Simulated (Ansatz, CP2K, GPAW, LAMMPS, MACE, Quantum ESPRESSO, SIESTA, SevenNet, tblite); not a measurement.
# Liquid (Cs,Li)Cl at 1400 K (68 atoms): one structure in several programs

Aim: run liquid (Cs,Li)Cl at 1400 K (68 atoms) in several programs and set results and cost side by side. A plane-wave run serves as the reference.

Main program and level: Ansatz 0.2.0; Kohn-Sham DFT, PBE, PAW, plane waves.

**1. The starting structure**

The cell holds 68 atoms: 22 Cs, 12 Li and 34 Cl. Cell: a = 14.507 Å, b = 14.507 Å, c = 14.507 Å, α = 90.0°, β = 90.0°, γ = 90.0°. 68 atoms (22 Cs, 12 Li, 34 Cl) placed at random at 2.29 g/cm³, melted at 1800 K for 10 ps at fixed volume with the Lennard-Jones and Coulomb ion parameters for SPC/E (Joung and Cheatham, J. Phys. Chem. B 112, 9020 (2008)), full charges. Snapshot at the end of a hold of 20 ps at 1400 K and fixed volume.

**2. Plane-wave reference**

The PAW files are the set soft_2.

input.yaml reads:

```yaml
crystal:
  lattice:
    - [14.5073, 0.0, 0.0]
    - [0.0, 14.5073, 0.0]
    - [0.0, 0.0, 14.5073]
  atoms:
    - { symbol: Cs, position: [0.55437, 0.1745, 0.08535] }
    - { symbol: Cs, position: [0.40707, 0.09757, 0.79358] }
    - { symbol: Cs, position: [0.85355, 0.67872, 0.79716] }
    - { symbol: Cs, position: [0.15407, 0.48004, 0.85363] }
    [... 58 atom lines left out ...]
    - { symbol: Cl, position: [0.06784, 0.30498, 0.39926] }
    - { symbol: Cl, position: [0.51156, 0.03284, 0.54549] }
    - { symbol: Cl, position: [0.91573, 0.87898, 0.89465] }
    - { symbol: Cl, position: [0.57741, 0.06772, 0.27521] }
    - { symbol: Cl, position: [0.1813, 0.28743, 0.16877] }
    - { symbol: Cl, position: [0.04469, 0.65688, 0.74419] }
kpoints:
  mp_grid: { grid: [1, 1, 1] }
hamiltonian:
  xc: pbe
scf:
  occupations: { method: fermi_dirac, width: 0.05 }
output:
  forces: true
  eigenvalues: true
  populations: true
  stress: true
```

On the command line:

```
$ ansatz run input.yaml --threads 8 --pin off --max-ram 15872MiB --backend cpu --events-out ev --progress --plain --runs-dir out
```

Numbers of over 12 decimals in the logs are rounded to 6 here.

Log:

```text
[...]
Pseudopotentials: kind: paw
Pseudopotential: Cs, paw, valence charge 9, recommended cutoff 420 eV (normal), Cs.paw.azcp
Pseudopotential: Li, paw, valence charge 3, recommended cutoff 420 eV (normal), Li.paw.azcp
Pseudopotential: Cl, paw, valence charge 7, recommended cutoff 420 eV (normal), Cl.paw.azcp
[...]
Crystal: 68 atoms, lattice volume = 3053.232 Å³
Basis set: ecut = 420 eV, 59757 PW (Γ), exchange–correlation on 200×200×200 points (8 copies of the dense FFT grid, shifted against one another)
Bands: 304, of which v1, the nominal top of the filled ones, is band 236 counted from 1 (235 counted from 0)
Symmetry: 1 space group operations
Space group: P1 (ITA 1), of the structure as read, at distance tolerance 1.5e-4 Å
k-points: 1
[...]
Initial density: superposition of atomic densities (neutral atoms: chi_scale 0, normalization atom), corrected by the library's trained network
Initial wavefunctions: pseudopotential atomic-orbital guess
[...]
SCF iter   1: F=—  HF=-164029.871259 eV  |F-HF|=—  |Δ(HF+E_count)|=         —  Δρ=1.00e-3  dr2=1.05e-1  ethr=1.77e-3  ⟨swp⟩=9.0  Hψ=1424  notcnv=0  defer=28
preconditioner: auto → Resta (q_TF=auto, 1.999 Å⁻¹)  ε∞=2.6  [insulator: Δε(μ)=2.864 eV  Ē_g=10.582 eV  σ=0.050 eV  W_gap=1.00  n_scr=436 (ndim 8)  ℏωp=13.5 eV  f_vac=0.268  D(μ)=0.00/eV (n_scr^D=0)  ε∞_Penn≈2.6]
[...]
SCF iter   7: F=—  HF=-164029.804029 eV  |F-HF|=—  |Δ(HF+E_count)|=   2.49e-7  Δρ=1.80e-6  dr2=1.96e-7  ethr=4.96e-10  ⟨swp⟩=2.0  Hψ=436  notcnv=0  defer=62
SCF iter   8: F=-164029.804029 eV  HF=-164029.804029 eV  |F-HF|=5.33e-9  |Δ(HF+E_count)|=   5.96e-8  Δρ=5.98e-7  dr2=1.94e-8  ethr=2.12e-11  ⟨swp⟩=16.0  Hψ=1931  notcnv=0
SCF 1 converged in 8 iterations: F = -164029.804029 eV  dr2 = 1.94e-8
[...]
SCF converged after 8 iterations
Free energy (F): -164029.804029 eV
Harris-Foulkes:  -164029.804029 eV  (|F-HF|=5.33e-9)
Internal energy: -164029.804029 eV  (E = F + TS)
E sigma→0 (E₀):  -164029.804029 eV
Fermi energy:    1.872305 eV
--- Per-component energies (eV) ---
[...]
Σ components = -164029.804029   (vs F -164029.804029, Δ=0.00e0)
--- Forces (eV/Å), atoms counted from 1 ---
  atom   1  Cs    -0.32490754    -0.66647511    -0.35271274
  atom   2  Cs     0.00802900     0.16966671    -0.13486889
  atom   3  Cs    -0.63529791     1.25062744    -0.52047463
  atom   4  Cs    -0.71928038     1.04284244     0.33064193
[...]
atom  68  Cl     1.15845784    -0.09966148    -0.39989298
  max |Σ_I F_I| component: 2.26e-5 eV/Å
--- Stress (GPa, compression-positive) ---
        0.760144      -0.158645      -0.064893
       -0.158645       1.464436      -0.445502
       -0.064893      -0.445503       1.070650
  P = ⅓ Tr σ = 1.0984 GPa (10.984 kbar)
--- Band table (eV) ---
  k-point 0: bands = ["-46.2710", "-45.4358", "-45.2026", "-45.1707", [... 288 levels ...], "6.6455", "6.6708", "6.7040", "6.7226", "6.7558", "6.7883", "6.8059", "6.8387", "6.8623", "6.8962", "6.9118", "6.9277"]
--- Löwdin populations: 68 sites ---
  site symbol       q [e]
     0     Cs      8.1393
     1     Cs      8.1450
     2     Cs      8.1499
[...]
67     Cl      7.7186
  spilling = 0.005854 (of n_electrons = 472.000000)
```

It took 13 s on 8 threads of Arm Neoverse V2, shared host; peak memory 3.1 GiB; 1.7 min of CPU time.

In the SCF lines HF is the Harris–Foulkes energy and dr2 the Hartree energy of the density residual, in eV; the loop may stop once dr2 is under the threshold and the program's other checks hold. Hψ counts applications of the Hamiltonian.

Numbers from this run:

| Quantity | Value |
| --- | --- |
| free energy | -164029.8040 eV |
| free energy per atom | -2412.2030 eV/atom |
| SCF cycles | 8 |
| pressure | 1.098 GPa |
| r.m.s. force component | 0.5346 eV/Å |
| longest force | 1.936 eV/Å |
| Fermi energy | 1.872 eV |
| gap (highest filled to lowest empty level) | 2.945 eV |
| spilling of the projection | 0.005854 |

Length of the force by element:

```
element  coordination  atoms  mean length of the force (eV/Å)  spread  least  most
     Cl           all     34                            0.871   0.420  0.167  1.78
     Cs           all     22                            0.893   0.477  0.207  1.94
     Li           all     12                            0.517   0.249  0.221  1.24
```

Löwdin charges by element (they lack the spilled electrons, 0.041 e an atom on average):

```
element  coordination  atoms  mean charge (e)  spread   least    most
     Cl           all     34           -0.722  0.0245  -0.773  -0.674
     Cs           all     22            0.850  0.0165   0.823   0.909
     Li           all     12            0.718  0.0217   0.688   0.762
```

The levels nearest the highest filled one (over half full), pooled over k-points and spins:

```
level less the highest filled one (eV)  occupation
                                -0.390           2
                                -0.336           2
                                -0.294           2
                                -0.283           2
                               -0.0933           2
                                     0           2
                                  2.94           0
                                  3.57           0
                                  3.89           0
                                  4.00           0
                                  4.16           0
                                  4.28           0
```

The run ends at a pressure of 1.10 GPa, with forces up to 1.9 eV/Å.

**3. The other programs**

The programs:
- CP2K 2026.2: Gaussian basis with GTH pseudopotentials and a plane-wave density; labels give functional, basis (MOLOPT sets; SR short-range, UZH the newer set with its own potentials), grid cutoff/relative cutoff and solver (OT: orbital transformation; TRS4, TC2, SIGN: linear-scaling purification with its sparsity filter), or its built-in tight binding.
- GPAW 26.7.0: PAW with atomic orbitals (LCAO), plane waves or a real-space grid of spacing h.
- MACE: machine-learned potential, published weights.
- Quantum ESPRESSO 7.5: plane waves; labels (QE) give functional, pseudopotential set and cutoffs of waves/density.
- SIESTA 5.4.2: numerical atomic orbitals, whose automatically made sets are far from complete, with PseudoDojo norm-conserving potentials that we converted to its format (checked against plane waves on the same files for H, C, O, Si, Ge and Ca alone); labels give functional, basis size, energy shift and mesh cutoff.
- SevenNet: machine-learned potential, published weights.
- tblite 0.8.0: extended tight binding, driven from Python.

All use the same cell and atoms; the electronic-structure runs use the same k-mesh, and an electronic temperature of 580 K (0.05 eV) where levels are smeared.

Differences are against the plane-wave reference, forces as r.m.s. over components; share is that over the reference's r.m.s. force, slope the least-squares factor from reference forces to these. Total energies of different programs have different zeros and aren't compared.

```
                                                 run  Δ force, r.m.s. (meV/Å)  share (%)  slope  Δ pressure (GPa)  Δ gap (eV)  cores  CPU time  memory (GiB)
                                           reference                        -          -      -                 -           -      8   1.7 min           3.1
                              CP2K GFN1-xTB, OT DIIS                      601        112  0.382             -14.8           -      1     3.8 s          0.43
        CP2K PBE, DZVP-MOLOPT-SR, 800/50 Ry, OT DIIS                     59.7       11.2  1.096             0.164      -0.205      2    12 min           5.8
              CP2K PBE, TZVP-UZH, 800/50 Ry, OT DIIS                     78.5       14.7  1.123             0.358      -0.108      2    12 min           5.9
                         GPAW LDA, LCAO dzp, h 0.2 Å                     81.7       15.3  0.932                 -      -0.192      1   7.2 min           2.9
                         GPAW PBE, LCAO dzp, h 0.2 Å                     59.8       11.2  1.076                 -     -0.0806      1   7.4 min           2.9
   GPAW PBE, LCAO dzp, h 0.2 Å, other mixer settings                     60.1       11.2  1.078                 -     -0.0809      1   8.7 min           2.6
                         MACE MP-0b2 small potential                      136       25.4  1.085            -0.109           -      1     5.8 s          0.67
                         MACE MPA-0 medium potential                     93.9       17.6  1.020            -0.166           -      1     6.1 s           0.7
            QE PBE, sssp-1.3.0-efficiency, 45/360 Ry                     8.37       1.56  0.986           -0.0501       0.003      4    16 min             7
        SIESTA PBE, DZP, shift 0.005 Ry, mesh 300 Ry                      158       29.5  1.248             0.372      -0.444      2   3.8 min           2.2
         SIESTA PBE, DZP, shift 0.01 Ry, mesh 300 Ry                      160       30.0  1.253            -0.160      -0.619      2   2.7 min           1.9
 SIESTA PBE, SZ, shift 0.01 Ry, mesh 300 Ry (coarse)                      207       38.7  1.295            -0.598       -1.90      1      78 s          0.85
 SIESTA PBE, SZ, shift 0.02 Ry, mesh 300 Ry (coarse)                      170       31.7  1.186             -1.77       -2.19      1      90 s          0.78
SIESTA PBE, SZP, shift 0.01 Ry, mesh 300 Ry (coarse)                      237       44.4  1.369            0.0136      -0.991      1   2.3 min           1.4
      SIESTA PBEsol, DZP, shift 0.01 Ry, mesh 300 Ry                      112       21.0  1.161            -0.847      -0.573      2   2.9 min           1.9
                                SevenNet 0 potential                      119       22.3  1.083             0.215           -      1     6.1 s          0.61
                                     tblite GFN1-xTB                      355       66.4  0.501             -3.36           -      1     2.4 s          0.17
```

Rows marked coarse were listed beforehand as settings not expected to be converged; some can still land near the reference.

Times of the machine-learned potentials are mostly Python's start and the loading of weights.

CPU time is summed over cores on a shared host, where runs went side by side, so it is rough. Symmetry, cutoffs, thresholds, outputs and thread counts weren't matched or tuned between programs; memory under MPI is the largest rank's times the ranks.

Runs without a result: CP2K PBE0 with truncated exchange and ADMM, PBE0 potentials, DZVP-UZH, 800/50 Ry, OT DIIS (cut off at its time limit of 31 min).

Mean charges by element (e), by run and scheme:

```
                                           run     scheme     Cs     Li     Cl
                                     reference     Löwdin  +0.85  +0.72  -0.72
                        CP2K GFN1-xTB, OT DIIS   Mulliken  +1.18  +0.54  -0.95
  CP2K PBE, DZVP-MOLOPT-SR, 800/50 Ry, OT DIIS   Mulliken  +0.66  +0.51  -0.60
  CP2K PBE, DZVP-MOLOPT-SR, 800/50 Ry, OT DIIS  Hirshfeld  +0.38  +0.23  -0.33
        CP2K PBE, TZVP-UZH, 800/50 Ry, OT DIIS   Mulliken  +0.69  +0.63  -0.67
        CP2K PBE, TZVP-UZH, 800/50 Ry, OT DIIS  Hirshfeld  +0.37  +0.23  -0.32
  SIESTA PBE, DZP, shift 0.005 Ry, mesh 300 Ry  Hirshfeld  +0.41  +0.15  -0.32
   SIESTA PBE, DZP, shift 0.01 Ry, mesh 300 Ry  Hirshfeld  +0.40  +0.13  -0.31
SIESTA PBEsol, DZP, shift 0.01 Ry, mesh 300 Ry  Hirshfeld  +0.40  +0.12  -0.30
                               tblite GFN1-xTB   Mulliken  +0.81  +0.48  -0.69
```

The reference's Löwdin charges lack the electrons that the projection spills, 0.041 e an atom on average.

Within one program, basis, potentials and functional, energies share a zero. Each run against its twin at the usual cutoff or grid and solver:

```
                                              run               twin  Δ energy (meV/atom)  Δ force, r.m.s. (meV/Å)  CPU time over the twin's
GPAW PBE, LCAO dzp, h 0.2 Å, other mixer settings  LCAO dzp, h 0.2 Å                    0                     2.94                       1.2
```

**4. What came out**

```
reference r.m.s. force component                       : 0.535 eV/Å
nearest in forces                                      : QE PBE, sssp-1.3.0-efficiency, 45/360 Ry, 1.6 %
farthest in forces                                     : CP2K GFN1-xTB, OT DIIS, 112 %
cheapest electronic-structure run beside the reference : tblite GFN1-xTB, 2.4 s of CPU time
```

In words: PBE on plane waves or a grid with other potentials, cutoffs or grids, coarse settings apart, differs from the reference by 1.6 % (QE PBE, sssp-1.3.0-efficiency, 45/360 Ry) of the r.m.s. force; this holds the reference's own error, so differences of a few per cent don't tell which side is nearer the exact PBE result (QE's 45 Ry are 612 eV, against the reference's 420 eV). The PBE runs in local orbitals, coarse settings apart, differ by 11 % (CP2K PBE, DZVP-MOLOPT-SR, 800/50 Ry, OT DIIS) to 30 % (SIESTA PBE, DZP, shift 0.01 Ry, mesh 300 Ry); basis, grid and potentials can all enter. Tight binding differs by 66 % (tblite GFN1-xTB) to 112 % (CP2K GFN1-xTB, OT DIIS); it is another model, with fitted parameters of its own, and the xTB methods hold dispersion. Machine-learned potentials differ by 18 % (MACE MPA-0 medium potential) to 25 % (MACE MP-0b2 small potential); they were trained on other programs' data. Rows with another functional or a dispersion term differ by 15 % (GPAW LDA, LCAO dzp, h 0.2 Å) to 21 % (SIESTA PBEsol, DZP, shift 0.01 Ry, mesh 300 Ry), which mixes the change of model with differences of basis and potentials. Runs with settings chosen to be coarse differ by 32 % (SIESTA PBE, SZ, shift 0.02 Ry, mesh 300 Ry) to 44 % (SIESTA PBE, SZP, shift 0.01 Ry, mesh 300 Ry), their programs' other errors included. Of the electronic-structure runs that take under half the reference's CPU time, tblite GFN1-xTB comes nearest, at 66 % in 2.4 s against 1.7 min, too far off to be of use; its pressure misses by -3.4 GPa. SIESTA PBE, SZP, shift 0.01 Ry, mesh 300 Ry stiffens the forces by a factor of 1.37 while following their directions (correlation 0.984); the slopes of the 6 SIESTA runs lie between 1.16 and 1.37. At the same functional, gaps differ from the reference's 2.94 eV by between -2.19 and +0.00 eV. In pressure, SIESTA PBE, SZ, shift 0.02 Ry, mesh 300 Ry misses by -1.8 GPa, at the same functional. Charges hang on model, scheme and program or settings: among these rows the mean for Cs runs from +0.37 to +1.18 e. In the reference: filled and empty levels are parted by 2.94 eV (at Γ alone); a semilocal functional tends to put such gaps too low. In a disordered cell it changes from sample to sample and from frame to frame. In the reference: mean Löwdin charges: Cl -0.72, Cs +0.85, Li +0.72 e (they miss 0.59 % of the electrons, so they add up to more than the cell's charge). Periodic xTB results under one method name differ between programs and library versions. The potentials hold different valence shells: 472 electrons in the reference, 448 in GPAW; this bears on time and differences. The frame stands for 1400 K, but pressures are static and levels are smeared at 580 K. The network of bonds at the start is that of the classical potential that made the cell, and needn't be the one that DFT or experiment would give. The ion parameters were fitted for water, not for melts, so the starting structure of this cell may lie well off the real melt's. The electronic-structure runs sample only Γ, in a cell whose shortest periodic width is 15 Å. Spin–orbit coupling is left out, which matters for the levels of the heavy elements.

[Also dropped from logs without a mark: logging warnings of Python, and SIESTA's first energy breakdown and zero terms.]

[Logs are printed without paths, hosts, clocks, repeated set-up lines and the standing remarks that a program may print on its own settings, such as how far it seeks lower states.]

[Hosts, paths, dates, database ids (printed as entryN), source tags and the programs' standing remarks are cut or masked in the printed files.]
